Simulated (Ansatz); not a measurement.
## Relaxing W(110)/C(100) interface (96 atoms)

Wanted: the relaxed structure of W(110)/C(100) interface (96 atoms) and its electronic structure.

Main program and level: Ansatz 0.2.0; Kohn-Sham DFT, LDA, PAW (set soft_2), plane waves.

### 1. Set-up

The cell holds 96 atoms: 24 W and 72 C. Cell: a = 7.976 Å, b = 7.567 Å, c = 24.830 Å, α = 90.0°, β = 90.0°, γ = 108.4°. It derives from W and C. Bcc W(110), 3 repeat layers, 8 surface cells, strained +2.88 and -2.40 %; diamond-structure C(100), 4 layers, 9 cells, +0.00 and -0.00 %; outer planes 2.12 Å apart, 12 Å of vacuum above; not relaxed, displaced by a Gaussian of 0.02 Å. Regions: W, 24 atoms (24 W); C, 72 atoms (72 C). Vacuum lies along c.

Before any run, some limits are plain. The host structure and its lattice constant were typed by rule, without a check against the phase diagram. No spin–orbit coupling is included, so levels derived from the heavy atoms are approximate.

### 2. Single point at the start

The forces at the start show how far the geometry lies from a minimum of this functional.

Input file input.yaml:

```yaml
crystal:
  lattice:
    - [7.9761, 0.0, 0.0]
    - [-2.39279, 7.1784, 0.0]
    - [0.0, 0.0, 24.82973]
  atoms:
    - { symbol: W, position: [0.25126, 0.74895, 0.2421] }
    - { symbol: W, position: [0.37559, 0.62455, 0.33231] }
    - { symbol: W, position: [0.25112, 0.74788, 0.42179] }
    - { symbol: W, position: [0.62492, 0.87222, 0.24051] }
    - { symbol: W, position: [0.74865, 0.7508, 0.32976] }
    - { symbol: W, position: [0.62387, 0.88003, 0.42123] }
    - { symbol: W, position: [0.12016, 0.37002, 0.24241] }
    - { symbol: W, position: [0.24986, 0.24872, 0.33211] }
    - { symbol: W, position: [0.12699, 0.37564, 0.42097] }
    - { symbol: W, position: [0.49785, 0.49987, 0.24109] }
    - { symbol: W, position: [0.6195, 0.37153, 0.33123] }
    - { symbol: W, position: [0.50181, 0.50386, 0.4214] }
    - { symbol: W, position: [0.87338, 0.62707, 0.24165] }
    - { symbol: W, position: [0.99812, 0.50228, 0.33077] }
    - { symbol: W, position: [0.87698, 0.62725, 0.42022] }
    - { symbol: W, position: [0.00158, 0.00379, 0.24345] }
    - { symbol: W, position: [0.12057, 0.87283, 0.33179] }
    - { symbol: W, position: [0.99952, 0.99613, 0.42264] }
    - { symbol: W, position: [0.3731, 0.12514, 0.2419] }
    - { symbol: W, position: [0.50258, 0.00179, 0.33282] }
    - { symbol: W, position: [0.37428, 0.12903, 0.42134] }
    - { symbol: W, position: [0.75223, 0.2501, 0.24297] }
    - { symbol: W, position: [0.87784, 0.12612, 0.33361] }
    - { symbol: W, position: [0.75139, 0.2509, 0.42259] }
    - { symbol: C, position: [0.22137, 0.54771, 0.5073] }
    - { symbol: C, position: [0.05421, 0.15651, 0.54363] }
    - { symbol: C, position: [0.05033, 0.32084, 0.57712] }
    - { symbol: C, position: [0.21512, 0.38073, 0.61591] }
    - { symbol: C, position: [0.21915, 0.2128, 0.6524] }
    - { symbol: C, position: [0.05166, 0.49712, 0.68574] }
    - { symbol: C, position: [0.05414, 0.32482, 0.72254] }
    - { symbol: C, position: [0.21938, 0.37902, 0.75788] }
    - { symbol: C, position: [0.21957, 0.21264, 0.50651] }
    - { symbol: C, position: [0.05116, 0.83071, 0.54312] }
    - { symbol: C, position: [0.04866, 0.99641, 0.57962] }
    - { symbol: C, position: [0.21623, 0.05357, 0.61385] }
    - { symbol: C, position: [0.22226, 0.8857, 0.65005] }
    - { symbol: C, position: [0.05061, 0.16017, 0.68658] }
    - { symbol: C, position: [0.05416, 0.99568, 0.72263] }
    - { symbol: C, position: [0.21769, 0.04476, 0.75875] }
    - { symbol: C, position: [0.21804, 0.88335, 0.50822] }
    - { symbol: C, position: [0.05034, 0.49351, 0.54301] }
    - { symbol: C, position: [0.0506, 0.65914, 0.57753] }
    - { symbol: C, position: [0.2187, 0.71635, 0.61371] }
    - { symbol: C, position: [0.21918, 0.54862, 0.65083] }
    - { symbol: C, position: [0.05552, 0.8332, 0.68579] }
    - { symbol: C, position: [0.04731, 0.65902, 0.72237] }
    - { symbol: C, position: [0.22214, 0.71665, 0.75706] }
    - { symbol: C, position: [0.88753, 0.44123, 0.50726] }
    - { symbol: C, position: [0.71553, 0.04895, 0.5439] }
    - { symbol: C, position: [0.71589, 0.21353, 0.57844] }
    - { symbol: C, position: [0.88402, 0.26958, 0.61362] }
    - { symbol: C, position: [0.88825, 0.10467, 0.64951] }
    - { symbol: C, position: [0.71736, 0.38482, 0.68471] }
    - { symbol: C, position: [0.71676, 0.21178, 0.7225] }
    - { symbol: C, position: [0.88478, 0.27012, 0.75849] }
    - { symbol: C, position: [0.8877, 0.10936, 0.50773] }
    - { symbol: C, position: [0.72191, 0.71411, 0.54352] }
    - { symbol: C, position: [0.72754, 0.88579, 0.57931] }
    - { symbol: C, position: [0.88838, 0.94167, 0.6153] }
    - { symbol: C, position: [0.87859, 0.77042, 0.64965] }
    - { symbol: C, position: [0.71964, 0.05131, 0.68602] }
    - { symbol: C, position: [0.71858, 0.88408, 0.72329] }
    - { symbol: C, position: [0.8814, 0.93366, 0.75803] }
    - { symbol: C, position: [0.87976, 0.77171, 0.50662] }
    - { symbol: C, position: [0.72498, 0.38225, 0.54297] }
    - { symbol: C, position: [0.71715, 0.55027, 0.57968] }
    - { symbol: C, position: [0.88723, 0.60502, 0.61441] }
    - { symbol: C, position: [0.88847, 0.43546, 0.65075] }
    - { symbol: C, position: [0.71996, 0.715, 0.68598] }
    - { symbol: C, position: [0.71669, 0.54958, 0.72336] }
    - { symbol: C, position: [0.88356, 0.60836, 0.75771] }
    - { symbol: C, position: [0.54998, 0.3272, 0.50731] }
    - { symbol: C, position: [0.38641, 0.93839, 0.54342] }
    - { symbol: C, position: [0.38229, 0.10352, 0.57897] }
    - { symbol: C, position: [0.5503, 0.15807, 0.61437] }
    - { symbol: C, position: [0.55161, 0.99131, 0.65001] }
    - { symbol: C, position: [0.38889, 0.26853, 0.68652] }
    [... 12 atom lines left out ...]
    - { symbol: C, position: [0.38236, 0.43725, 0.57863] }
    - { symbol: C, position: [0.55335, 0.49153, 0.61537] }
    - { symbol: C, position: [0.54925, 0.32676, 0.65059] }
    - { symbol: C, position: [0.38455, 0.6068, 0.68595] }
    - { symbol: C, position: [0.38081, 0.43552, 0.7223] }
    - { symbol: C, position: [0.54941, 0.4913, 0.75996] }
kpoints:
  mp_grid: { grid: [2, 2, 1] }
hamiltonian:
  xc: lda
scf:
  occupations: { method: gaussian, width: 0.025 }
output:
  forces: true
```

Launch:

```bash
$ ansatz run input.yaml --threads 4 --pin off --max-ram 8192MiB --backend cpu --events-out ev --progress --plain --runs-dir out
```

Numbers of over 12 decimals in the logs are rounded to 6 here.

The log of the run:

```text
Engine: ansatz 0.2.0, x86_64-unknown-linux-gnu
Pseudopotentials: kind: paw
Pseudopotential: W, paw, valence charge 14, recommended cutoff 420 eV (normal), W.paw.azcp
Pseudopotential: C, paw, valence charge 4, recommended cutoff 420 eV (normal), C.paw.azcp
[... 3 lines on functional and potentials left out ...]
Crystal: 96 atoms, lattice volume = 1421.642 Å³
Basis set: ecut = 420 eV, 27815 PW (Γ)
Bands: 408, of which v1, the nominal top of the filled ones, is band 312 counted from 1 (311 counted from 0)
Symmetry: 1 space group operations
Space group: P1 (ITA 1), of the structure as read, at distance tolerance 1.1e-4 Å
k-points: 4
[... 7 lines on functional and potentials left out ...]
Initial density: superposition of atomic densities (neutral atoms: chi_scale 0, normalization atom), corrected by the library's trained network
Initial wavefunctions: pseudopotential atomic-orbital guess
Functional: x = slater, c = lda
SCF iter   1: F=—  HF=-260542.950206 eV  |F-HF|=—  |Δ(HF+E_count)|=         —  Δρ=3.09e-2  dr2=3.19e2  ethr=1.77e-3  ⟨swp⟩=9.8  Hψ=7959  notcnv=0  defer=207
preconditioner: auto → LDOS  [metal: Δε(μ)=0.001 eV  Ē_g=9.876 eV  σ=0.025 eV  W_gap=0.03  n_scr=314 (ndim 8)  ℏωp=20.5 eV  f_vac=0.351  D(μ)=39.16/eV (n_scr^D=266)  β→1.0]
SCF iter   2: F=—  HF=-260538.923348 eV  |F-HF|=—  |Δ(HF+E_count)|=    4.03e0  Δρ=2.09e-2  dr2=1.57e1  ethr=1.77e-3  ⟨swp⟩=2.8  Hψ=2312  notcnv=0  defer=348
SCF iter   3: F=—  HF=-260537.766878 eV  |F-HF|=—  |Δ(HF+E_count)|=    1.16e0  Δρ=7.67e-3  dr2=2.69e0  ethr=1.77e-3  ⟨swp⟩=2.2  Hψ=1464  notcnv=0  defer=348
SCF iter   4: F=—  HF=-260537.686655 eV  |F-HF|=—  |Δ(HF+E_count)|=   8.02e-2  Δρ=3.48e-3  dr2=3.12e-1  ethr=4.31e-4  ⟨swp⟩=2.0  Hψ=2191  notcnv=0  defer=344
SCF iter   5: F=—  HF=-260537.671411 eV  |F-HF|=—  |Δ(HF+E_count)|=   1.52e-2  Δρ=2.14e-3  dr2=1.90e-1  ethr=5.00e-5  ⟨swp⟩=3.0  Hψ=2155  notcnv=0  defer=345
SCF iter   6: F=—  HF=-260537.659793 eV  |F-HF|=—  |Δ(HF+E_count)|=   1.16e-2  Δρ=6.73e-4  dr2=3.08e-2  ethr=3.05e-5  ⟨swp⟩=2.2  Hψ=1671  notcnv=0  defer=345
SCF iter   7: F=—  HF=-260537.658686 eV  |F-HF|=—  |Δ(HF+E_count)|=   1.11e-3  Δρ=2.90e-4  dr2=1.28e-2  ethr=4.93e-6  ⟨swp⟩=2.5  Hψ=1875  notcnv=0  defer=345
SCF iter   8: F=—  HF=-260537.658449 eV  |F-HF|=—  |Δ(HF+E_count)|=   2.37e-4  Δρ=1.59e-4  dr2=4.42e-3  ethr=2.06e-6  ⟨swp⟩=2.0  Hψ=1367  notcnv=0  defer=345
SCF iter   9: F=—  HF=-260537.658376 eV  |F-HF|=—  |Δ(HF+E_count)|=   7.35e-5  Δρ=7.60e-5  dr2=3.09e-4  ethr=7.08e-7  ⟨swp⟩=1.8  Hψ=1510  notcnv=0  defer=345
SCF iter  10: F=—  HF=-260537.658364 eV  |F-HF|=—  |Δ(HF+E_count)|=   1.19e-5  Δρ=3.63e-5  dr2=8.14e-5  ethr=4.95e-8  ⟨swp⟩=2.2  Hψ=1896  notcnv=0  defer=345
SCF iter  11: F=—  HF=-260537.659658 eV  |F-HF|=—  |Δ(HF+E_count)|=   1.29e-3  Δρ=1.69e-5  dr2=3.68e-5  ethr=1.30e-8  ⟨swp⟩=1.5  Hψ=1644  notcnv=0  defer=345
SCF iter  12: F=—  HF=-260537.659657 eV  |F-HF|=—  |Δ(HF+E_count)|=   6.99e-7  Δρ=7.58e-6  dr2=5.10e-6  ethr=5.90e-9  ⟨swp⟩=2.0  Hψ=1517  notcnv=0  defer=345
SCF iter  13: F=—  HF=-260537.659657 eV  |F-HF|=—  |Δ(HF+E_count)|=   3.65e-8  Δρ=3.70e-6  dr2=1.57e-6  ethr=8.17e-10  ⟨swp⟩=2.2  Hψ=2005  notcnv=0  defer=345
SCF iter  14: F=—  HF=-260537.659657 eV  |F-HF|=—  |Δ(HF+E_count)|=   3.91e-8  Δρ=1.55e-6  dr2=1.27e-7  ethr=2.51e-10  ⟨swp⟩=2.2  Hψ=1603  notcnv=0  defer=345
SCF iter  15: F=-260537.659657 eV  HF=-260537.659657 eV  |F-HF|=1.34e-8  |Δ(HF+E_count)|=   3.58e-9  Δρ=7.11e-7  dr2=1.79e-8  ethr=1.60e-11  ⟨swp⟩=4.2  Hψ=4691  notcnv=0
SCF 1 converged in 15 iterations: F = -260537.659657 eV  dr2 = 1.79e-8
  greatest PAW one-centre occupation: 1.000 electrons in one spin orbital (limit 2), on the W atom at site 0 (counted from 0), in its partial waves of l = 0
SCF converged after 15 iterations
Free energy (F): -260537.659657 eV
Harris-Foulkes:  -260537.659657 eV  (|F-HF|=1.34e-8)
Internal energy: -260537.648463 eV  (E = F + TS)
E sigma→0 (E₀):  -260537.654060 eV
Entropy (-TS):   -0.011195 eV (-0.117 meV/atom)
Fermi energy:    7.032088 eV
--- Per-component energies (eV) ---
  E_band       = -7594.480323
  E_kinetic    = 17190.179464
  E_local      = -460932.398008  (includes V_loc(G=0)·N_el)
  E_nonlocal   = 2154.730812
  E_hartree    = 223784.894203
  E_xc         = -9743.206471
  E_vxc        = -9939.086451  (∫ρ·V_xc dr)
  E_paw        = -206014.583548  (= ΣΔE_a)
  E_vpaw       = -3637.705945  (= ΣTr[D̂ρ^β])
  E_aug_tail   = -0.000832  (compensation charges beyond the density's cutoff)
  E_ewald      = 173011.416307
  E_core_change = 11.319611  (= ΣΔE_core)
  E_smearing   = -0.011195  (= −TS)
  E_closure    = -0.000000  (closes the sum)
  Σ components = -260537.659657   (vs F -260537.659657, Δ=0.00e0)
--- Forces (eV/Å), atoms counted from 1 ---
  atom   1  W     -0.04589515     0.14389378     1.41114694
  atom   2  W     -0.07809218     0.07437555    -1.10905417
  atom   3  W     -1.03295260    -0.04199818     1.86029426
  atom   4  W     -0.21873722     0.18555948     1.57294772
  atom   5  W     -0.00515667    -0.14730872    -0.26484267
  atom   6  W     -1.15948552    -0.76261085     2.17954736
  atom   7  W     -0.09251943     0.42605313     1.18495960
  atom   8  W      0.05056048     0.07917043    -0.29460147
  atom   9  W      1.09286451     0.71981847     1.94176640
  atom  10  W      0.14692401    -0.04038482     1.39547165
  atom  11  W      0.66250419     0.41922953    -0.33757875
  atom  12  W      1.10975239     0.23815774     1.71223457
  atom  13  W     -0.07787768    -0.19818406     1.21348041
  atom  14  W      0.37740814    -0.38894694    -0.28690672
[...]
atom  95  C      1.16213346     0.53498842     2.26874632
  atom  96  C     -0.06687680     0.16696324    -3.34556692
  max |Σ_I F_I| component: 2.43e-4 eV/Å
```

Elapsed: 57 s, on 4 threads of Intel Xeon Platinum 8488C (Sapphire Rapids), shared host; peak memory 5.6 GiB.

In the SCF lines HF is the Harris–Foulkes energy and dr2 the Hartree energy of the density residual, in eV; the loop may stop once dr2 is under the threshold and the program's other checks hold. Hψ counts applications of the Hamiltonian.

The program notes that it cut back its work space to fit the memory limit.

Numbers from this run:

- free energy: -260537.6597 eV
- free energy per atom: -2713.9340 eV/atom
- SCF cycles: 15
- r.m.s. force component: 1.076 eV/Å
- longest force: 3.393 eV/Å
- Fermi energy: 7.032 eV

The r.m.s. force component of 1.1 eV/Å sets the starting point.

Neighbours are counted within 1.85 Å (C-C).

Length of the force by element and coordination:

| element | coordination | atoms | mean length of the force (eV/Å) | spread | least | most |
| --- | --- | --- | --- | --- | --- | --- |
| C | all | 72 | 1.79 | 0.803 | 0.478 | 3.39 |
| C | 2 | 18 | 1.82 | 0.819 | 0.478 | 3.35 |
| C | 4 | 54 | 1.78 | 0.798 | 0.548 | 3.39 |
| W | all | 24 | 1.38 | 0.631 | 0.303 | 2.58 |

### 3. Relaxation

With the cell held, the atoms are moved downhill towards a nearby minimum.

input.yaml, as its differences from that of step 2:

```diff
@@ -15 +15,4 @@
   forces: true
+relax:
+  f_tol: 0.05
+  max_steps: 55
```

The log of the run:

```text
[...]
Crystal: 96 atoms, lattice volume = 1421.642 Å³
Basis set: ecut = 420 eV, 27815 PW (Γ)
Bands: 408, of which v1, the nominal top of the filled ones, is band 312 counted from 1 (311 counted from 0)
Symmetry: 1 space group operations
[...]
k-points: 4
[...]
SCF iter   1: F=—  HF=-260542.950205 eV  |F-HF|=—  |Δ(HF+E_count)|=         —  Δρ=3.09e-2  dr2=3.19e2  ethr=1.77e-3  ⟨swp⟩=9.8  Hψ=7959  notcnv=0  defer=207
[...]
SCF iter  11: F=-260537.659614 eV  HF=-260537.659659 eV  |F-HF|=4.50e-5  |Δ(HF+E_count)|=   3.53e-7  Δρ=1.92e-5  dr2=4.72e-5  ethr=1.00e-8  ⟨swp⟩=4.0  Hψ=4386  notcnv=0
SCF 1 converged in 11 iterations: F = -260537.659614 eV  dr2 = 4.72e-5
[...]
relax step   1: F+E_penalty+E_count = -260537.65961395 eV  Δ(F+E_penalty+E_count) = +0.000e0 eV  max|allowed force component| = 3.345e0 eV/Å  Δτ_max = 0.0000 Å  (11 SCF iters, dr2 threshold 6.25e-5 eV, accepted)
[...]
relax step   2: F+E_penalty+E_count = -260544.10053170 eV  Δ(F+E_penalty+E_count) = -6.441e0 eV  max|allowed force component| = 1.724e0 eV/Å  Δτ_max = 0.1948 Å  (8 SCF iters, dr2 threshold 1.00e-4 eV, accepted)
[...]
relax step   3: F+E_penalty+E_count = -260547.22418168 eV  Δ(F+E_penalty+E_count) = -3.124e0 eV  max|allowed force component| = 1.365e0 eV/Å  Δτ_max = 0.2000 Å  (8 SCF iters, dr2 threshold 1.00e-4 eV, accepted)
relax step   4: F+E_penalty+E_count = -260548.86830836 eV  Δ(F+E_penalty+E_count) = -1.644e0 eV  max|allowed force component| = 1.093e0 eV/Å  Δτ_max = 0.1976 Å  (10 SCF iters, dr2 threshold 1.00e-4 eV, accepted)
relax step   5: F+E_penalty+E_count = -260549.49109437 eV  Δ(F+E_penalty+E_count) = -6.228e-1 eV  max|allowed force component| = 1.215e0 eV/Å  Δτ_max = 0.2000 Å  (9 SCF iters, dr2 threshold 1.00e-4 eV, accepted)
relax step   6: F+E_penalty+E_count = -260550.65508218 eV  Δ(F+E_penalty+E_count) = -1.164e0 eV  max|allowed force component| = 3.397e0 eV/Å  Δτ_max = 0.1977 Å  (13 SCF iters, dr2 threshold 1.00e-4 eV, accepted)
relax step   7: F+E_penalty+E_count = -260552.12754134 eV  Δ(F+E_penalty+E_count) = -1.472e0 eV  max|allowed force component| = 2.475e0 eV/Å  Δτ_max = 0.1946 Å  (8 SCF iters, dr2 threshold 1.00e-4 eV, accepted)
relax step   8: F+E_penalty+E_count = -260553.93392502 eV  Δ(F+E_penalty+E_count) = -1.806e0 eV  max|allowed force component| = 3.282e0 eV/Å  Δτ_max = 0.2000 Å  (10 SCF iters, dr2 threshold 1.00e-4 eV, accepted)
relax step   9: F+E_penalty+E_count = -260554.54424188 eV  Δ(F+E_penalty+E_count) = -6.103e-1 eV  max|allowed force component| = 3.730e0 eV/Å  Δτ_max = 0.2000 Å  (9 SCF iters, dr2 threshold 1.00e-4 eV, accepted)
relax step  10: F+E_penalty+E_count = -260555.06689459 eV  Δ(F+E_penalty+E_count) = -5.227e-1 eV  max|allowed force component| = 1.203e0 eV/Å  Δτ_max = 0.2000 Å  (9 SCF iters, dr2 threshold 1.00e-4 eV, accepted)
[...]
relax step  11: F+E_penalty+E_count = -260555.13760082 eV  Δ(F+E_penalty+E_count) = -7.071e-2 eV  max|allowed force component| = 1.297e0 eV/Å  Δτ_max = 0.2000 Å  (10 SCF iters, dr2 threshold 1.00e-4 eV, accepted)
relax step  12: F+E_penalty+E_count = -260555.39725124 eV  Δ(F+E_penalty+E_count) = -2.597e-1 eV  max|allowed force component| = 1.772e-1 eV/Å  Δτ_max = 0.0977 Å  (8 SCF iters, dr2 threshold 1.00e-4 eV, accepted)
relax step  13: F+E_penalty+E_count = -260555.40555736 eV  Δ(F+E_penalty+E_count) = -8.306e-3 eV  max|allowed force component| = 1.113e-1 eV/Å  Δτ_max = 0.0134 Å  (11 SCF iters, accepted)
relax step  14: F+E_penalty+E_count = -260555.35615847 eV  Δ(F+E_penalty+E_count) = +4.940e-2 eV  max|allowed force component| = 5.213e-1 eV/Å  Δτ_max = 0.0859 Å  (13 SCF iters, rejected (line search))
[...]
relax step  15: F+E_penalty+E_count = -260555.41129460 eV  Δ(F+E_penalty+E_count) = -5.737e-3 eV  max|allowed force component| = 4.461e-2 eV/Å  Δτ_max = 0.0173 Å  (12 SCF iters, accepted)
SCF converged after 12 iterations
Free energy (F): -260555.411295 eV
[...]
Internal energy: -260555.404476 eV  (E = F + TS)
E sigma→0 (E₀):  -260555.407885 eV
Entropy (-TS):   -0.006819 eV (-0.071 meV/atom)
Fermi energy:    7.469198 eV
[...]
--- Forces (eV/Å), atoms counted from 1 ---
  atom   1  W     -0.00355019    -0.00099372     0.00199726
  atom   2  W      0.01669231     0.01933564     0.01428379
  atom   3  W      0.00382918     0.00988179    -0.01936944
  atom   4  W     -0.01943487    -0.00330769     0.01758423
  atom   5  W     -0.01512194    -0.02513394     0.00927346
  atom   6  W     -0.00120303    -0.00349473    -0.00511230
  atom   7  W      0.00370801    -0.01476688     0.00266965
  atom   8  W      0.01542513     0.01428396    -0.00175137
  atom   9  W     -0.00130948    -0.00129523     0.01224330
  atom  10  W      0.01114692     0.00126705     0.00445829
  atom  11  W      0.00210441     0.00876576     0.00345575
  atom  12  W      0.00272102    -0.00101651     0.00487960
  atom  13  W     -0.00381466     0.00908830     0.01086963
  atom  14  W      0.00602592     0.01595062    -0.01168837
[...]
atom  95  C     -0.00389586    -0.04319393     0.00544027
  atom  96  C     -0.00868276    -0.01041716    -0.00369260
  max |Σ_I F_I| component: 1.37e-3 eV/Å
--- Relaxed structure (15 steps of the walk, 14 accepted, 0 SCFs on fresh bases) ---
  F+E_penalty+E_count = -260555.41129460 eV   max|allowed force component| = 4.461e-2 eV/Å
  atoms:
    - { symbol: W, position: [0.249734, 0.731371, 0.264168] }
    - { symbol: W, position: [0.373322, 0.604428, 0.347264] }
    - { symbol: W, position: [0.237973, 0.728945, 0.433993] }
    - { symbol: W, position: [0.623033, 0.856559, 0.264032] }
[...]
- { symbol: C, position: [0.549158, 0.576973, 0.743351] }
```

It took 11 min on 4 threads; peak memory 6.4 GiB; 43 min of CPU time.

Relaxation path:

| step | energy less that of the first step (eV) | largest force component (eV/Å) |
| --- | --- | --- |
| 1 | 0.0000 | 3.3451 |
| 2 | -6.4409 | 1.7238 |
| 3 | -9.5646 | 1.3651 |
| 4 | -11.2087 | 1.0930 |
| 5 | -11.8315 | 1.2149 |
| 6 | -12.9955 | 3.3971 |
| 7 | -14.4679 | 2.4754 |
| 8 | -16.2743 | 3.2824 |
| 9 | -16.8846 | 3.7303 |
| 10 | -17.4073 | 1.2034 |
| 11 | -17.4780 | 1.2974 |
| 12 | -17.7376 | 0.1772 |
| 13 | -17.7459 | 0.1113 |
| 14 | -17.6965 | 0.5213 |
| 15 | -17.7517 | 0.0446 |

Relaxation step 14 was tried and not accepted.

The atoms that moved most (Å):

| atom | dx | dy | dz | length |
| --- | --- | --- | --- | --- |
| C96 | -0.207 | 0.615 | -0.412 | 0.769 |
| C48 | -0.196 | 0.563 | -0.351 | 0.692 |
| C72 | -0.173 | 0.555 | -0.357 | 0.682 |
| C40 | 0.192 | -0.475 | -0.383 | 0.640 |
| C64 | 0.188 | -0.456 | -0.365 | 0.614 |
| W4 | 0.022 | -0.112 | 0.584 | 0.595 |
| W10 | 0.067 | -0.145 | 0.573 | 0.595 |
| C88 | 0.127 | -0.443 | -0.374 | 0.593 |

The relaxation changed the energy by -185 meV/atom, and atoms moved by 0.32 Å r.m.s., 0.77 Å at most.

### 4. Structure statistics after relaxation

Normalised to the volume that the atoms fill. Pair distribution functions g(r), in bins of 0.2 Å:

| r (Å) | total | C-C | C-W | W-W |
| --- | --- | --- | --- | --- |
| 1.30 | 0.11 | 0.20 | 0.00 | 0.00 |
| 1.50 | 3.62 | 6.42 | 0.00 | 0.00 |
| 1.70 | 0.10 | 0.18 | 0.00 | 0.00 |
| 1.90 | 0.00 | 0.00 | 0.00 | 0.00 |
| 2.10 | 0.21 | 0.05 | 0.49 | 0.00 |
| 2.30 | 0.42 | 0.66 | 0.15 | 0.00 |
| 2.50 | 3.52 | 6.11 | 0.12 | 0.67 |
| 2.70 | 0.88 | 0.54 | 0.20 | 8.01 |
| 2.90 | 2.44 | 3.88 | 0.16 | 3.17 |
| 3.10 | 0.77 | 0.58 | 0.25 | 5.61 |
| 3.30 | 0.26 | 0.19 | 0.27 | 0.83 |
| 3.50 | 0.81 | 1.32 | 0.18 | 0.00 |
| 3.70 | 0.45 | 0.71 | 0.14 | 0.00 |
| 3.90 | 1.33 | 2.25 | 0.17 | 0.00 |
| 4.10 | 0.23 | 0.20 | 0.31 | 0.00 |
| 4.30 | 1.81 | 2.80 | 0.30 | 1.97 |
| 4.50 | 1.12 | 1.40 | 0.41 | 2.91 |
| 4.70 | 1.17 | 1.71 | 0.47 | 0.51 |
| 4.90 | 0.43 | 0.51 | 0.38 | 0.00 |
| 5.10 | 1.12 | 1.30 | 0.38 | 3.93 |
| 5.30 | 1.50 | 1.98 | 0.35 | 4.05 |
| 5.50 | 0.49 | 0.53 | 0.37 | 0.86 |
| 5.70 | 1.19 | 1.84 | 0.30 | 0.66 |
| 5.90 | 0.56 | 0.74 | 0.37 | 0.06 |
| 6.10 | 0.45 | 0.51 | 0.41 | 0.20 |
| 6.30 | 1.00 | 1.36 | 0.47 | 0.84 |
| 6.50 | 0.59 | 0.71 | 0.49 | 0.08 |
| 6.70 | 1.52 | 2.24 | 0.50 | 1.21 |

(Continued in part 2 of 2.)

[Logs are printed without paths, hosts, clocks, repeated set-up lines and the standing remarks that a program may print on its own settings, such as how far it seeks lower states.]

[Hosts, paths, dates, database ids (printed as entryN), source tags and the programs' standing remarks are cut or masked in the printed files.]
